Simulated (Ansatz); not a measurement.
## Changed inputs in constrained RPA: KCoF3 (Pm-3m)

Aim: hold the target of a cRPA run on KCoF3 (Pm-3m) and move one thing at a time.

Program: Ansatz 0.2.0. Level of theory: constrained RPA on LDA, plane waves, PAW. Results are calculated unless marked as measured.

This is a report of a sequence of runs, with most program output left out.

## (1) Set-up

Symmetry: Pm-3m, No. 221, cubic system. The conventional cell has a = 4.071 Å, b = 4.071 Å, c = 4.071 Å, α = 90.00°, β = 90.00°, γ = 90.00°. Nearest to K lie 12 F at 2.88 Å. Nearest to Co lie 6 F at 2.04 Å. Nearest to F lie 2 Co at 2.04 Å and 4 K at 2.88 Å. Farther neighbours and most contacts between anions are not listed.

The cell and positions come from the Crystallography Open Database and are kept as given unless a step says otherwise. The program's search for lower electronic states was switched off, so nothing shows that the state found is the lowest. The default PAW set here is soft_2. Its files were made with PBE.

## (2) Base: Co d, bands v4 to c1, 6×6×6 mesh, medium accuracy

Constrained RPA screens the interaction with every transition except those inside the target bands, which a later many-body model would treat itself.

Input file input.yaml:

```yaml
crystal:
  lattice:
    - [-4.071, 0.0, 0.0]
    - [0.0, 0.0, -4.071]
    - [0.0, -4.071, 0.0]
  atoms:
    - { symbol: K, position: [0.0, 0.0, 0.0] }
    - { symbol: Co, position: [0.5, 0.5, 0.5] }
    - { symbol: F, position: [0.0, 0.5, 0.5] }
    - { symbol: F, position: [0.5, 0.0, 0.5] }
    - { symbol: F, position: [0.5, 0.5, 0.0] }
kpoints:
  mp_grid: { grid: [6, 6, 6] }
hamiltonian:
  xc: lda
scf:
  occupations: { method: gaussian, width: 0.08 }
  n_extra_bands: 19
  max_iter: 150
  lower_state_search: "off"
output:
  crpa:
    kmesh: [6, 6, 6]
    target_bands: [v4, c1]
    projections: [{ species: Co, l: d, shell: 3 }]
  local_orbitals:
    kmesh: [6, 6, 6]
    orbitals: [{ species: Co, l: d, shell: 3 }]
    window: { bands: [v4, c1] }
    seedname: lo
```

Run with:

```
$ ansatz run input.yaml --threads 4 --pin off --max-ram 14745MiB --backend cpu --events-out ev --progress --plain --runs-dir out
```

It took 8.2 min on 4 threads of Arm Neoverse V1, shared host; peak memory 0.82 GiB; 32 min of CPU time.

Numbers from this step:

```yaml
u: 7.673 eV
u_prime_inter_orbital: 6.413 eV
j: 0.6362 eV
bare_v: 22.63 eV
bare_j: 0.7666 eV
stated_bound_on_u: 0.02505 eV
u_over_bare_v: 0.3390
electrons_in_the_window: 7.000
head_of_the_constrained_inverse_dielectric_matrix: 0.4196
least_eigenvalue_of_the_projection_s_overlap: 0.7237
target_functions: 5
bands_in_the_sums: 50
r_m_s_miss_of_the_model_bands: 2.92e-4 eV
width_of_the_target_bands: 2.178 eV
weight_of_the_projected_orbitals_in_the_window: 0.8906
```

On the Co d shell, screening brings the on-site interaction from 22.6 eV down to U = 7.67 eV.

## (3) Changed: 4×4×4 mesh

Changes to input.yaml since step 2:

```diff
@@ -22,9 +22,4 @@
   crpa:
-    kmesh: [6, 6, 6]
+    kmesh: [4, 4, 4]
     target_bands: [v4, c1]
     projections: [{ species: Co, l: d, shell: 3 }]
-  local_orbitals:
-    kmesh: [6, 6, 6]
-    orbitals: [{ species: Co, l: d, shell: 3 }]
-    window: { bands: [v4, c1] }
-    seedname: lo
```

Run time: 77 s. Hardware: 4 threads; peak memory 0.59 GiB.

This step gave:

```yaml
u: 7.730 eV
u_prime_inter_orbital: 6.469 eV
j: 0.6364 eV
bare_v: 22.65 eV
bare_j: 0.7668 eV
stated_bound_on_u: 0.02497 eV
u_over_bare_v: 0.3413
electrons_in_the_window: 7.000
head_of_the_constrained_inverse_dielectric_matrix: 0.4259
least_eigenvalue_of_the_projection_s_overlap: 0.7237
target_functions: 5
bands_in_the_sums: 50
width_of_the_target_bands: 2.178 eV
weight_of_the_projected_orbitals_in_the_window: 0.8906
```

On the Co d shell, screening brings the on-site interaction from 22.6 eV down to U = 7.73 eV.

## (4) Changed: 2×2×2 mesh

Changes to input.yaml since step 3:

```diff
@@ -22,3 +22,3 @@
   crpa:
-    kmesh: [4, 4, 4]
+    kmesh: [2, 2, 2]
     target_bands: [v4, c1]
```

It took 9.5 s on 4 threads; peak memory 0.5 GiB.

This step gave:

| Quantity | Value |
| --- | --- |
| U | 8.376 eV |
| U prime (inter-orbital) | 7.090 eV |
| J | 0.6429 eV |
| bare V | 22.94 eV |
| bare J | 0.7756 eV |
| stated bound on U | 0.02026 eV |
| U over bare V | 0.3652 |
| electrons in the window | 7.000 |
| head of the constrained inverse dielectric matrix | 0.4116 |
| least eigenvalue of the projection's overlap | 0.7237 |
| target functions | 5 |
| bands in the sums | 50 |
| width of the target bands | 2.178 eV |
| weight of the projected orbitals in the window | 0.8906 |

On the Co d shell, screening brings the on-site interaction from 22.9 eV down to U = 8.38 eV.

## (5) Changed: smooth pair densities

Changes to input.yaml since step 4:

```diff
@@ -22,4 +22,5 @@
   crpa:
-    kmesh: [2, 2, 2]
+    kmesh: [6, 6, 6]
     target_bands: [v4, c1]
     projections: [{ species: Co, l: d, shell: 3 }]
+    pair_densities: pseudo
```

Run time: 12 min. Hardware: 4 threads; peak memory 0.76 GiB; 46 min of CPU time.

Numbers from this step:

* U: 7.750 eV
* U prime (inter-orbital): 6.405 eV
* J: 0.6817 eV
* bare V: 22.63 eV
* bare J: 0.7666 eV
* stated bound on U: 0.003048 eV
* U over bare V: 0.3424
* electrons in the window: 7.000
* head of the constrained inverse dielectric matrix: 0.4201
* least eigenvalue of the projection's overlap: 0.7237
* target functions: 5
* bands in the sums: 50
* width of the target bands: 2.178 eV
* weight of the projected orbitals in the window: 0.8906

On the Co d shell, screening brings the on-site interaction from 22.6 eV down to U = 7.75 eV.

## (6) Changed: accuracy high

Changes to input.yaml since step 5:

```diff
@@ -25,2 +25,2 @@
     projections: [{ species: Co, l: d, shell: 3 }]
-    pair_densities: pseudo
+    accuracy: high
```

Elapsed: 14 min, on 4 threads; peak memory 0.9 GiB.

This step gave:

- U: 7.676 eV
- U prime (inter-orbital): 6.415 eV
- J: 0.6363 eV
- bare V: 22.63 eV
- bare J: 0.7666 eV
- stated bound on U: 9.22e-4 eV
- U over bare V: 0.3391
- electrons in the window: 7.000
- head of the constrained inverse dielectric matrix: 0.4196
- least eigenvalue of the projection's overlap: 0.7237
- target functions: 5
- bands in the sums: 50
- width of the target bands: 2.178 eV
- weight of the projected orbitals in the window: 0.8906

On the Co d shell, screening brings the on-site interaction from 22.6 eV down to U = 7.68 eV.

## (7) Changed: sums without a band count

Changes to input.yaml since step 6:

```diff
@@ -25,2 +25,2 @@
     projections: [{ species: Co, l: d, shell: 3 }]
-    accuracy: high
+    accuracy: sum_over_states
```

Wall time 0.11 s (4 threads); peak memory 0.086 GiB.

The program refused the input before any cycle.

The program's message: “Error: 2 input errors — fix all and re-run”

The fault put into this input: sums without a band count.

## (8) Changed: volume +6 %

The cell differs from the one that the last finished run ended in (a 4.071 → 4.151 Å, b 4.071 → 4.151 Å, c 4.071 → 4.151 Å).

input.yaml, the sections that differ from step 7:

```yaml
crystal:
  lattice:
    - [-4.1508438001, 0.0, 0.0]
    - [0.0, 0.0, -4.1508438001]
    - [0.0, -4.1508438001, 0.0]
  atoms:
    - { symbol: K, position: [0.0, 0.0, 0.0] }
    - { symbol: Co, position: [0.5, 0.5, 0.5] }
    - { symbol: F, position: [0.0, 0.5, 0.5] }
    - { symbol: F, position: [0.5, 0.0, 0.5] }
    - { symbol: F, position: [0.5, 0.5, 0.0] }
output:
  crpa:
    kmesh: [6, 6, 6]
    target_bands: [v4, c1]
    projections: [{ species: Co, l: d, shell: 3 }]
  local_orbitals:
    kmesh: [6, 6, 6]
    orbitals: [{ species: Co, l: d, shell: 3 }]
    window: { bands: [v4, c1] }
    seedname: lo
# kpoints, hamiltonian, scf: as in step 7
```

The job ended after 8.3 min (4 threads; peak memory 0.84 GiB).

This step gave:

- U: 7.631 eV
- U prime (inter-orbital): 6.370 eV
- J: 0.6365 eV
- bare V: 22.64 eV
- bare J: 0.7676 eV
- stated bound on U: 0.02835 eV
- U over bare V: 0.3370
- electrons in the window: 7.000
- head of the constrained inverse dielectric matrix: 0.4236
- least eigenvalue of the projection's overlap: 0.7284
- target functions: 5
- bands in the sums: 50
- r.m.s. miss of the model bands: 2.85e-4 eV
- width of the target bands: 1.961 eV
- weight of the projected orbitals in the window: 0.8943

On the Co d shell, screening brings the on-site interaction from 22.6 eV down to U = 7.63 eV.

## (9) Changed: r2SCAN

This step: constrained RPA on r2SCAN, plane waves, PAW.

input.yaml, the sections that differ from step 8:

```yaml
crystal:
  lattice:
    - [-4.071, 0.0, 0.0]
    - [0.0, 0.0, -4.071]
    - [0.0, -4.071, 0.0]
  atoms:
    - { symbol: K, position: [0.0, 0.0, 0.0] }
    - { symbol: Co, position: [0.5, 0.5, 0.5] }
    - { symbol: F, position: [0.0, 0.5, 0.5] }
    - { symbol: F, position: [0.5, 0.0, 0.5] }
    - { symbol: F, position: [0.5, 0.5, 0.0] }
hamiltonian:
  xc: r2scan
output:
  crpa:
    kmesh: [6, 6, 6]
    target_bands: [v4, c1]
    projections: [{ species: Co, l: d, shell: 3 }]
# kpoints, scf: as in step 8
```

It took 12 min on 4 threads; peak memory 0.99 GiB.

This step gave:

```
U                                                 : 8.552 eV
U prime (inter-orbital)                           : 7.245 eV
J                                                 : 0.6645 eV
bare V                                            : 23.17 eV
bare J                                            : 0.7931 eV
stated bound on U                                 : 0.02014 eV
U over bare V                                     : 0.3690
electrons in the window                           : 7.000
head of the constrained inverse dielectric matrix : 0.4540
least eigenvalue of the projection's overlap      : 0.7594
target functions                                  : 5
bands in the sums                                 : 50
width of the target bands                         : 3.165 eV
weight of the projected orbitals in the window    : 0.9002
```

On the Co d shell, screening brings the on-site interaction from 23.2 eV down to U = 8.55 eV.

## (10) Changed: volume +3 %

This step: constrained RPA on LDA, plane waves, PAW.

The cell differs from the one that the last finished run ended in (a 4.071 → 4.111 Å, b 4.071 → 4.111 Å, c 4.071 → 4.111 Å).

Changes to input.yaml since step 9:

```diff
@@ -2,5 +2,5 @@
   lattice:
-    - [-4.071, 0.0, 0.0]
-    - [0.0, 0.0, -4.071]
-    - [0.0, -4.071, 0.0]
+    - [-4.1113095522, 0.0, 0.0]
+    - [0.0, 0.0, -4.1113095522]
+    - [0.0, -4.1113095522, 0.0]
   atoms:
@@ -14,3 +14,3 @@
 hamiltonian:
-  xc: r2scan
+  xc: lda
 scf:
@@ -25 +25,6 @@
     projections: [{ species: Co, l: d, shell: 3 }]
+  local_orbitals:
+    kmesh: [6, 6, 6]
+    orbitals: [{ species: Co, l: d, shell: 3 }]
+    window: { bands: [v4, c1] }
+    seedname: lo
```

It took 8.1 min on 4 threads; peak memory 0.84 GiB.

This step gave:

```yaml
u: 7.654 eV
u_prime_inter_orbital: 6.393 eV
j: 0.6364 eV
bare_v: 22.64 eV
bare_j: 0.7671 eV
stated_bound_on_u: 0.02797 eV
u_over_bare_v: 0.3381
electrons_in_the_window: 7.000
head_of_the_constrained_inverse_dielectric_matrix: 0.4217
least_eigenvalue_of_the_projection_s_overlap: 0.7262
target_functions: 5
bands_in_the_sums: 50
r_m_s_miss_of_the_model_bands: 2.91e-4 eV
width_of_the_target_bands: 2.065 eV
weight_of_the_projected_orbitals_in_the_window: 0.8925
```

On the Co d shell, screening brings the on-site interaction from 22.6 eV down to U = 7.65 eV.

## (11) Changed: volume -3 %

The cell differs from the one that the last finished run ended in (a 4.111 → 4.030 Å, b 4.111 → 4.030 Å, c 4.111 → 4.030 Å).

Changes to input.yaml since step 10:

```diff
@@ -2,5 +2,5 @@
   lattice:
-    - [-4.1113095522, 0.0, 0.0]
-    - [0.0, 0.0, -4.1113095522]
-    - [0.0, -4.1113095522, 0.0]
+    - [-4.0298759762, 0.0, 0.0]
+    - [0.0, 0.0, -4.0298759762]
+    - [0.0, -4.0298759762, 0.0]
   atoms:
```

Elapsed: 6.1 min, on 4 threads; peak memory 0.82 GiB; 23 min of CPU time.

Numbers from this step:

* U: 7.688 eV
* U prime (inter-orbital): 6.428 eV
* J: 0.6359 eV
* bare V: 22.63 eV
* bare J: 0.7658 eV
* stated bound on U: 0.02649 eV
* U over bare V: 0.3398
* electrons in the window: 7.000
* head of the constrained inverse dielectric matrix: 0.4172
* least eigenvalue of the projection's overlap: 0.7209
* target functions: 5
* bands in the sums: 50
* r.m.s. miss of the model bands: 3.08e-4 eV
* width of the target bands: 2.301 eV
* weight of the projected orbitals in the window: 0.8885

On the Co d shell, screening brings the on-site interaction from 22.6 eV down to U = 7.69 eV.

## (12) Changed: volume -6 %

The cell differs from the one that the last finished run ended in (a 4.030 → 3.988 Å, b 4.030 → 3.988 Å, c 4.030 → 3.988 Å).

Changes to input.yaml since step 11:

```diff
@@ -2,5 +2,5 @@
   lattice:
-    - [-4.0298759762, 0.0, 0.0]
-    - [0.0, 0.0, -4.0298759762]
-    - [0.0, -4.0298759762, 0.0]
+    - [-3.9878950486, 0.0, 0.0]
+    - [0.0, 0.0, -3.9878950486]
+    - [0.0, -3.9878950486, 0.0]
   atoms:
```

The job ended after 6.1 min (4 threads; peak memory 0.8 GiB; 23 min of CPU time).

Numbers from this step:

```yaml
u: 7.693 eV
u_prime_inter_orbital: 6.434 eV
j: 0.6354 eV
bare_v: 22.61 eV
bare_j: 0.7650 eV
stated_bound_on_u: 0.02421 eV
u_over_bare_v: 0.3402
electrons_in_the_window: 7.000
head_of_the_constrained_inverse_dielectric_matrix: 0.4143
least_eigenvalue_of_the_projection_s_overlap: 0.7179
target_functions: 5
bands_in_the_sums: 50
r_m_s_miss_of_the_model_bands: 3.24e-4 eV
width_of_the_target_bands: 2.435 eV
weight_of_the_projected_orbitals_in_the_window: 0.8862
```

On the Co d shell, screening brings the on-site interaction from 22.6 eV down to U = 7.69 eV.

## (13) Side by side

Times are wall times on 4 threads of Arm Neoverse V1, shared host, good to a factor of about two.

```
                  run  bare V (eV)  U (eV)  J (eV)  bound on U (eV)  width (eV)     time
        target window        22.63   7.673   0.636           0.0251        2.18  8.2 min
           4×4×4 mesh        22.65   7.730   0.636           0.0250        2.18     77 s
           2×2×2 mesh        22.94   8.376   0.643           0.0203        2.18    9.5 s
smooth pair densities        22.63   7.750   0.682           0.0030        2.18   12 min
        accuracy high        22.63   7.676   0.636           0.0009        2.18   14 min
          volume +6 %        22.64   7.631   0.636           0.0284        1.96  8.3 min
               r2SCAN        23.17   8.552   0.665           0.0201        3.16   12 min
          volume +3 %        22.64   7.654   0.636           0.0280        2.06  8.1 min
          volume -3 %        22.63   7.688   0.636           0.0265        2.30  6.1 min
          volume -6 %        22.61   7.693   0.635           0.0242        2.44  6.1 min
```

## (14) Results

- target window: U 7.67 eV, J 0.64 eV
- 4×4×4 mesh: U 7.73 eV, J 0.64 eV
- 2×2×2 mesh: U 8.38 eV, J 0.64 eV
- smooth pair densities: U 7.75 eV, J 0.68 eV
- accuracy high: U 7.68 eV, J 0.64 eV
- volume +6 %: U 7.63 eV, J 0.64 eV
- r2SCAN: U 8.55 eV, J 0.66 eV
- volume +3 %: U 7.65 eV, J 0.64 eV
- volume -3 %: U 7.69 eV, J 0.64 eV
- volume -6 %: U 7.69 eV, J 0.64 eV

**Reading.** 4×4×4 mesh moves U by +0.06 eV at 0.16 times the time. 2×2×2 mesh moves U by +0.70 eV at 0.019 times the time. Smooth pair densities moves U by +0.08 eV. Accuracy high moves U by +0.002 eV (within the solver's bounds, for the mean over orbitals). Volume +6 % moves U by −0.04 eV (within the solver's bounds, for the mean over orbitals). r2SCAN moves U by +0.88 eV. Volume +3 % moves U by −0.02 eV (within the solver's bounds, for the mean over orbitals). Volume -3 % moves U by +0.01 eV (within the solver's bounds, for the mean over orbitals). Volume -6 % moves U by +0.02 eV (within the solver's bounds, for the mean over orbitals). The printed bound covers the solver alone, not the mesh, and no denser mesh than the base was run. The parent state is non-magnetic and the interaction static (zero frequency); U depends on the window and the orbitals, so it belongs to this model alone.

[Paths, hosts, dates, memory and timing lines, banners, echoed tables and standing remarks are left out of the program output.]

[Logs are printed without paths, hosts, clocks, repeated set-up lines and the standing remarks that a program may print on its own settings, such as how far it seeks lower states.]

[Runs of the session that timed out or met a known fault of the program may be left out.]

[Hosts, paths, dates, database ids (printed as entryN), source tags and the programs' standing remarks are cut or masked in the printed files.]
